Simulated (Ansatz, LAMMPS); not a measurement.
## Glassy 56SiO2-26Al2O3-18BaO (mol %) (114 atoms): geometry optimisation

Wanted: the relaxed structure of glassy 56SiO2-26Al2O3-18BaO (mol %) (114 atoms) and its electronic structure.

Method: Kohn-Sham DFT, PBE, PAW (set soft_2), plane waves, in Ansatz 0.2.0.

### Step 1. The starting structure

The cell holds 114 atoms: 19 Si, 18 Al, 6 Ba and 71 O. Cell: a = 11.608 Å, b = 11.608 Å, c = 11.608 Å, α = 90.0°, β = 90.0°, γ = 90.0°. 114 atoms (19 Si, 18 Al, 6 Ba, 71 O) placed at random at 3.09 g/cm³, melted at 4000 K for 10 ps at fixed volume with the Morse and Coulomb pair potential with partial charges (Pedone, Malavasi, Menziani, Cormack and Segre, J. Phys. Chem. B 110, 11780 (2006)). Quenched from 4000 K to 300 K at 20 K/ps and fixed volume, held 10 ps at zero pressure, then minimised at fixed cell.

Limits known from the start: The quench rate of 20 K/ps far exceeds what a furnace or splat quench reaches, so expect more defects and frozen-in strain than in a real sample. The network of bonds at the start is that of the classical potential that made the cell. The Brillouin zone is sampled at Γ only, in a cell whose shortest periodic width is 12 Å. Spin–orbit coupling is left out, which matters for the levels of the heavy elements.

### Step 2. The classical run that made the cell

A classical potential makes the cell, at a small fraction of what the same run would cost in DFT.

This step: classical MD, Morse and Coulomb pair potential with partial charges (Pedone, Malavasi, Menziani, Cormack and Segre, J. Phys. Chem. B 110, 11780 (2006)) (LAMMPS 22 Jul 2025 - Update 4).

Contents of in.lmp:

```
# melt-quench of Si19Al18Ba6O71
units metal
atom_style charge
boundary p p p
region box block 0 11.6934 0 11.6934 0 11.6934
create_box 4 box
mass 1 28.0850   # Si
mass 2 26.9815   # Al
mass 3 137.3270   # Ba
mass 4 15.9990   # O
create_atoms 1 random 19 64069 NULL overlap 1.5 maxtry 2000
create_atoms 2 random 18 64076 NULL overlap 1.5 maxtry 2000
create_atoms 3 random 6 64083 NULL overlap 1.5 maxtry 2000
create_atoms 4 random 71 64090 NULL overlap 1.5 maxtry 2000
pair_style hybrid/overlay pedone 5.5 coul/long 8.0
pair_coeff * * coul/long
pair_coeff 1 4 pedone 0.340554 2.006700 2.100000 1   # Si-O
pair_coeff 2 4 pedone 0.361581 1.900442 2.164818 0.9   # Al-O
pair_coeff 3 4 pedone 0.065011 1.547596 3.393410 5   # Ba-O
pair_coeff 4 4 pedone 0.042395 1.379316 3.618701 22   # O-O
set type 1 charge 2.4
set type 2 charge 1.8
set type 3 charge 1.2
set type 4 charge -1.2
kspace_style pppm 1.0e-4
neigh_modify delay 0 every 1 check yes
thermo_style custom step time temp pe press density
thermo_modify norm yes
timestep 0.002
thermo 100
min_style cg
minimize 1e-4 1e-4 200 2000
reset_timestep 0
velocity all create 4000 64070 mom yes dist gaussian
# [... 14 lines left out ...]
thermo 1666
fix md all npt temp 300 300 0.2 iso 0 0 2
run 5000 post no
unfix md
thermo 100
min_style cg
minimize 0 1e-3 2000 20000
write_dump all custom glass.dump id type xs ys zs modify sort id
```

Command:

```sh
> lmp -in in.lmp -log none -nocite
```

Numbers of over 12 decimals in the logs are rounded to 6 here.

The log of the run:

```text
LAMMPS (22 Jul 2025 - Update 4)
Created orthogonal box = (0 0 0) to (11.6934 11.6934 11.6934)
Created 19 atoms
Created 18 atoms
Created 6 atoms
Created 71 atoms
PPPM initialization ...
  G vector (1/distance) = 0.37584525
  grid = 12 12 12
  estimated relative force accuracy = 7.7124318e-05
   Step          Time           Temp          PotEng         Press         Density
         0   0              0             -2.6183         662570.44      3.0940146
        67   0.134          0             -14.689609     -23337.08       3.0940146
Loop time of 0.0521601 s on 1 MPI rank(s) for 67 steps with 114 atoms
Minimization stats:
  Stopping criterion = energy tolerance
[... 37 lines left out ...]
    103292   206.584        286.91613     -14.886461      2480.6515      3.1794733
    103500   207            316.46574     -14.884382     -8365.554       3.1624754
Loop time of 3.13375 s on 1 MPI rank(s) for 5000 steps with 114 atoms
   Step          Time           Temp          PotEng         Press         Density
    103500   207            316.46574     -14.884383     -8366.6844      3.1624754
    103520   207.04         316.46574     -14.923791     -4708.6192      3.1624754
Loop time of 0.0437083 s on 1 MPI rank(s) for 20 steps with 114 atoms
Minimization stats:
  Stopping criterion = linesearch alpha is zero
  Energy initial, next-to-last, final =
     -14.8843831953707   -14.923790512416   -14.923790512416
  Force two-norm initial, final = 12.652668 0.59239621
  Iterations, force evaluations = 20 73
```

Run time: 51 s. Hardware: 1 thread of Arm Neoverse V1, shared host; peak memory 0.07 GiB.

### Step 3. Single point at the start

A single point comes first, to see the forces before anything moves.

Contents of input.yaml:

```yaml
crystal:
  lattice:
    - [11.6084, 0.0, 0.0]
    - [0.0, 11.6084, 0.0]
    - [0.0, 0.0, 11.6084]
  atoms:
    - { symbol: Si, position: [0.68274, 0.60266, 0.4249] }
    - { symbol: Si, position: [0.31065, 0.64337, 0.50847] }
    - { symbol: Si, position: [0.36378, 0.94251, 0.94048] }
    - { symbol: Si, position: [0.46795, 0.69969, 0.30226] }
    - { symbol: Si, position: [0.53798, 0.55975, 0.82107] }
    - { symbol: Si, position: [0.20587, 0.1566, 0.87858] }
    - { symbol: Si, position: [0.74599, 0.3419, 0.35731] }
    - { symbol: Si, position: [0.98969, 0.16156, 0.73375] }
    - { symbol: Si, position: [0.95501, 0.80897, 0.49248] }
    - { symbol: Si, position: [0.42637, 0.58533, 0.04616] }
    - { symbol: Si, position: [0.5111, 0.33703, 0.09641] }
    - { symbol: Si, position: [0.12453, 0.18136, 0.32067] }
    - { symbol: Si, position: [0.05173, 0.57535, 0.51563] }
    - { symbol: Si, position: [0.6123, 0.94569, 0.62889] }
    - { symbol: Si, position: [0.01724, 0.17984, 0.07683] }
    - { symbol: Si, position: [0.92874, 0.8618, 0.008] }
    - { symbol: Si, position: [0.62125, 0.10634, 0.27847] }
    - { symbol: Si, position: [0.76323, 0.56947, 0.68448] }
    - { symbol: Si, position: [0.78592, 0.23845, 0.86792] }
    - { symbol: Al, position: [0.43237, 0.3891, 0.54305] }
    - { symbol: Al, position: [0.40066, 0.22092, 0.32451] }
    - { symbol: Al, position: [0.97927, 0.43886, 0.99024] }
    - { symbol: Al, position: [0.75953, 0.05971, 0.0549] }
    - { symbol: Al, position: [0.17243, 0.87494, 0.13149] }
    - { symbol: Al, position: [0.4112, 0.78599, 0.71846] }
    - { symbol: Al, position: [0.78486, 0.3883, 0.10445] }
    - { symbol: Al, position: [0.85128, 0.90341, 0.73876] }
    - { symbol: Al, position: [0.9087, 0.36305, 0.57122] }
    - { symbol: Al, position: [0.99069, 0.60745, 0.7867] }
    - { symbol: Al, position: [0.99047, 0.61455, 0.13451] }
    - { symbol: Al, position: [0.55514, 0.13129, 0.91514] }
    - { symbol: Al, position: [0.0673, 0.94832, 0.37066] }
    - { symbol: Al, position: [0.60999, 0.222, 0.66044] }
    - { symbol: Al, position: [0.16879, 0.65504, 0.99505] }
    - { symbol: Al, position: [0.97544, 0.41425, 0.32178] }
    - { symbol: Al, position: [0.67367, 0.85702, 0.36826] }
    - { symbol: Al, position: [0.41158, 0.30246, 0.79252] }
    - { symbol: Ba, position: [0.70115, 0.70228, 0.09951] }
    - { symbol: Ba, position: [0.22934, 0.48388, 0.77607] }
    - { symbol: Ba, position: [0.13323, 0.88124, 0.74011] }
    - { symbol: Ba, position: [0.83667, 0.08023, 0.49221] }
    - { symbol: Ba, position: [0.34973, 0.95052, 0.43818] }
    - { symbol: Ba, position: [0.24808, 0.47095, 0.2524] }
    - { symbol: O, position: [0.12224, 0.14029, 0.76606] }
    - { symbol: O, position: [0.92715, 0.88737, 0.3825] }
    - { symbol: O, position: [0.73629, 0.71462, 0.35638] }
    - { symbol: O, position: [0.38372, 0.53555, 0.54714] }
    - { symbol: O, position: [0.28528, 0.26737, 0.87143] }
    - { symbol: O, position: [0.69616, 0.99776, 0.32346] }
    - { symbol: O, position: [0.71119, 0.12521, 0.92127] }
    - { symbol: O, position: [0.91787, 0.87093, 0.86949] }
    - { symbol: O, position: [0.16521, 0.91517, 0.27314] }
    - { symbol: O, position: [0.00026, 0.31818, 0.06845] }
    - { symbol: O, position: [0.85345, 0.65184, 0.75186] }
    - { symbol: O, position: [0.93086, 0.73336, 0.06483] }
    - { symbol: O, position: [0.35402, 0.84086, 0.84525] }
    - { symbol: O, position: [0.84354, 0.35882, 0.25141] }
    - { symbol: O, position: [0.97846, 0.25223, 0.63419] }
    - { symbol: O, position: [0.9183, 0.20767, 0.8431] }
    - { symbol: O, position: [0.5524, 0.61427, 0.37242] }
    - { symbol: O, position: [0.67274, 0.23135, 0.32599] }
    - { symbol: O, position: [0.06349, 0.09183, 0.40728] }
    - { symbol: O, position: [0.78278, 0.33253, 0.9648] }
    - { symbol: O, position: [0.04828, 0.91675, 0.04891] }
    - { symbol: O, position: [0.8899, 0.12874, 0.07534] }
    - { symbol: O, position: [0.35408, 0.32373, 0.65423] }
    - { symbol: O, position: [0.06197, 0.58814, 0.65295] }
    - { symbol: O, position: [0.62262, 0.08315, 0.60052] }
    - { symbol: O, position: [0.89551, 0.84404, 0.60649] }
    - { symbol: O, position: [0.00728, 0.54387, 0.26144] }
    - { symbol: O, position: [0.07588, 0.14366, 0.19706] }
    - { symbol: O, position: [0.82829, 0.30376, 0.46063] }
    - { symbol: O, position: [0.53698, 0.81728, 0.29866] }
    - { symbol: O, position: [0.42863, 0.45216, 0.07966] }
    - { symbol: O, position: [0.46287, 0.4446, 0.819] }
    - { symbol: O, position: [0.70476, 0.9205, 0.72725] }
    - { symbol: O, position: [0.66317, 0.54106, 0.77418] }
    - { symbol: O, position: [0.48187, 0.6633, 0.75316] }
    [... 30 atom lines left out ...]
    - { symbol: O, position: [0.39876, 0.34305, 0.40691] }
    - { symbol: O, position: [0.70563, 0.61414, 0.56075] }
    - { symbol: O, position: [0.99527, 0.45589, 0.47735] }
    - { symbol: O, position: [0.44521, 0.2688, 0.19258] }
    - { symbol: O, position: [0.64771, 0.10282, 0.1438] }
    - { symbol: O, position: [0.4443, 0.65126, 0.17202] }
kpoints:
  mp_grid: { grid: [1, 1, 1] }
hamiltonian:
  xc: pbe
scf:
  occupations: { method: fermi_dirac, width: 0.05 }
output:
  forces: true
  stress: true
  populations: intrinsic
  dos:
    method: { smearing: { sigma: 0.08 } }
    de: 0.1
    projected: { site_lists: { Al: [Al], Ba: [Ba], O: [O], Si: [Si] } }
  eigenvalues: true
```

Command:

```sh
> ansatz run input.yaml --threads 4 --pin off --max-ram 8192MiB --backend cpu --events-out ev --progress --plain --runs-dir out
```

The log of the run:

```text
Engine: ansatz 0.2.0, aarch64-unknown-linux-gnu
Pseudopotentials: kind: paw
Pseudopotential: Si, paw, valence charge 4, recommended cutoff 420 eV (normal), Si.paw.azcp
Pseudopotential: Al, paw, valence charge 3, recommended cutoff 420 eV (normal), Al.paw.azcp
Pseudopotential: Ba, paw, valence charge 10, recommended cutoff 420 eV (normal), Ba.paw.azcp
Pseudopotential: O, paw, valence charge 6, recommended cutoff 420 eV (normal), O.paw.azcp
[... 5 lines on functional and potentials left out ...]
Crystal: 114 atoms, lattice volume = 1564.289 Å³
Basis set: ecut = 420 eV, 30647 PW (Γ), exchange–correlation on 160×160×160 points (8 copies of the dense FFT grid, shifted against one another)
Bands: 422, of which v1, the nominal top of the filled ones, is band 308 counted from 1 (307 counted from 0)
Symmetry: 1 space group operations
Space group: P1 (ITA 1), of the structure as read, at distance tolerance 1.2e-4 Å
k-points: 1
[... 9 lines on functional and potentials left out ...]
Initial density: superposition of atomic densities (neutral atoms: chi_scale 0, normalization atom), corrected by the library's trained network
Initial wavefunctions: pseudopotential atomic-orbital guess
Functional: x = pbe(κ = 0.804, μ = 0.219515), c = pbe(β = 0.066725)
SCF iter   1: F=—  HF=-97881.113126 eV  |F-HF|=—  |Δ(HF+E_count)|=         —  Δρ=1.99e-3  dr2=1.09e-1  ethr=1.77e-3  ⟨swp⟩=6.0  Hψ=2019  notcnv=0  defer=96
preconditioner: auto → Resta (q_TF=auto, 2.336 Å⁻¹)  ε∞=3.4  [insulator: Δε(μ)=3.394 eV  Ē_g=14.996 eV  σ=0.050 eV  W_gap=1.00  n_scr=340 (ndim 8)  ℏωp=23.1 eV  f_vac=0.112  D(μ)=0.00/eV (n_scr^D=0)  ε∞_Penn≈3.4]
SCF iter   2: F=—  HF=-97881.112878 eV  |F-HF|=—  |Δ(HF+E_count)|=   2.48e-4  Δρ=1.08e-3  dr2=3.14e-2  ethr=1.77e-5  ⟨swp⟩=2.0  Hψ=689  notcnv=0  defer=108
SCF iter   3: F=—  HF=-97881.113986 eV  |F-HF|=—  |Δ(HF+E_count)|=   1.11e-3  Δρ=6.39e-4  dr2=7.84e-3  ethr=5.09e-6  ⟨swp⟩=2.0  Hψ=548  notcnv=0  defer=108
SCF iter   4: F=—  HF=-97881.112713 eV  |F-HF|=—  |Δ(HF+E_count)|=   1.27e-3  Δρ=1.71e-4  dr2=6.01e-4  ethr=1.27e-6  ⟨swp⟩=2.0  Hψ=547  notcnv=0  defer=108
SCF iter   5: F=—  HF=-97881.112801 eV  |F-HF|=—  |Δ(HF+E_count)|=   8.79e-5  Δρ=9.71e-5  dr2=1.29e-4  ethr=9.75e-8  ⟨swp⟩=2.0  Hψ=547  notcnv=0  defer=108
SCF iter   6: F=—  HF=-97881.112808 eV  |F-HF|=—  |Δ(HF+E_count)|=   7.28e-6  Δρ=3.94e-5  dr2=2.29e-5  ethr=2.10e-8  ⟨swp⟩=2.0  Hψ=611  notcnv=0  defer=108
SCF iter   7: F=—  HF=-97881.113638 eV  |F-HF|=—  |Δ(HF+E_count)|=   8.30e-4  Δρ=1.20e-5  dr2=2.42e-6  ethr=3.72e-9  ⟨swp⟩=2.0  Hψ=723  notcnv=0  defer=109
SCF iter   8: F=—  HF=-97881.113640 eV  |F-HF|=—  |Δ(HF+E_count)|=   2.04e-6  Δρ=8.76e-6  dr2=9.80e-7  ethr=3.93e-10  ⟨swp⟩=2.0  Hψ=604  notcnv=0  defer=109
SCF iter   9: F=-97881.113640 eV  HF=-97881.113640 eV  |F-HF|=2.33e-8  |Δ(HF+E_count)|=   3.77e-8  Δρ=1.93e-6  dr2=5.79e-8  ethr=1.62e-11  ⟨swp⟩=21.0  Hψ=2976  notcnv=0
SCF 1 converged in 9 iterations: F = -97881.113640 eV  dr2 = 5.79e-8
  greatest PAW one-centre occupation: 0.955 electrons in one spin orbital (limit 2), on the Ba atom at site 40 (counted from 0), in its partial waves of l = 0
SCF converged after 9 iterations
Free energy (F): -97881.113640 eV
Harris-Foulkes:  -97881.113640 eV  (|F-HF|=2.33e-8)
Internal energy: -97881.113640 eV  (E = F + TS)
E sigma→0 (E₀):  -97881.113640 eV
Fermi energy:    6.509032 eV
--- Per-component energies (eV) ---
  E_band       = -2073.929357
  E_kinetic    = 15040.669018
  E_local      = -38329.063755  (includes V_loc(G=0)·N_el)
  E_nonlocal   = 4403.356942
  E_hartree    = 14388.640077
  E_xc         = -8096.744855
  E_vxc        = -9019.630387  (∫ρ·V_xc dr)
  E_paw        = -60807.716766  (= ΣΔE_a)
  E_vpaw       = -2946.719546  (= ΣTr[D̂ρ^β])
  E_aug_tail   = 0.181392  (compensation charges beyond the density's cutoff)
  E_ewald      = -24480.435694
  E_smearing   = -0.000000  (= −TS)
  E_closure    = -0.000000  (closes the sum)
  Σ components = -97881.113640   (vs F -97881.113640, Δ=0.00e0)
--- Forces (eV/Å), atoms counted from 1 ---
  atom   1  Si    -0.41951584     0.85603786    -0.07899528
  atom   2  Si     0.63302725    -0.93293211     0.50474679
  atom   3  Si    -0.35792627     0.69740400    -0.03924133
  atom   4  Si     1.72506398    -0.98677986     0.62869831
  atom   5  Si    -1.36731275    -0.02752117     0.16478058
  atom   6  Si    -0.61043474     0.11464977     0.51340958
  atom   7  Si     0.30132771     0.52688755    -0.49076688
  atom   8  Si    -1.30980080    -0.31729768     1.40038776
  atom   9  Si     2.57291992     1.96731629     0.16076563
  atom  10  Si     0.46908585    -0.46249779     0.10901067
  atom  11  Si     1.32975303     0.57158500     0.33127266
  atom  12  Si    -0.67399525    -0.09930853    -0.91902250
  atom  13  Si     0.30772252     1.46301761     1.58688604
  atom  14  Si     0.77693400     0.35475799    -0.62456958
[...]
atom 113  O     -0.49525773    -0.02259374    -0.93104343
  atom 114  O     -0.19593713     0.29198894    -0.21925403
  max |Σ_I F_I| component: 1.59e-4 eV/Å
--- Stress (GPa, compression-positive) ---
        6.472736      -1.328531      -1.197198
       -1.328533       7.131528      -0.127516
       -1.197198      -0.127523       6.508597
  P = ⅓ Tr σ = 6.7043 GPa (67.043 kbar)
--- Band table (eV) ---
  k-point 0: bands = ["-22.5662", "-22.5378", "-22.2629", "-21.9214", [... 406 levels ...], "13.5455", "13.5893", "13.6097", "13.6401", "13.6605", "13.6776", "13.7049", "13.7217", "13.7523", "13.7782", "13.7961", "13.8378"]
--- intrinsic populations: 114 sites ---
  site symbol       q [e]
     0     Si      2.2586
     1     Si      2.3233
     2     Si      2.2816
[...]
113      O      6.9037
  spilling = -0.000000 (of n_electrons = 616.000000)
```

Wall time 36 s (4 threads of Arm Neoverse V1, shared host); peak memory 2.1 GiB.

Read from the output:

- free energy: -97881.1136 eV
- free energy per atom: -858.6063 eV/atom
- SCF cycles: 9
- pressure: 6.704 GPa
- r.m.s. force component: 0.7374 eV/Å
- longest force: 3.243 eV/Å
- Fermi energy: 6.509 eV
- gap (highest filled to lowest empty level): 3.217 eV

The r.m.s. force component of 0.74 eV/Å and the pressure of 6.7 GPa set the starting point.

Neighbours are counted within 2.08 Å (O-Si), 2.19 Å (O-Al), 3.48 Å (O-Ba).

Length of the force by element and coordination:

```tsv
element	coordination	atoms	mean length of the force (eV/Å)	spread	least	most
Al	all	18	0.952	0.276	0.323	1.57
Ba	all	6	0.448	0.139	0.268	0.630
Ba	7	1	0.580	0	0.580	0.580
Ba	8	2	0.575	0.0549	0.520	0.630
Ba	9	1	0.396	0	0.396	0.396
Ba	10	2	0.279	0.0107	0.268	0.289
O	all	71	1.24	0.494	0.192	2.71
O	2	23	1.06	0.486	0.367	2.71
O	3	38	1.29	0.456	0.192	2.68
O	4	10	1.47	0.514	0.414	2.19
Si	all	19	1.31	0.630	0.668	3.24
```

(Part 1 of 3 ends here.)

[Logs are printed without paths, hosts, clocks, repeated set-up lines and the standing remarks that a program may print on its own settings, such as how far it seeks lower states.]

[Hosts, paths, dates, database ids (printed as entryN), source tags and the programs' standing remarks are cut or masked in the printed files.]
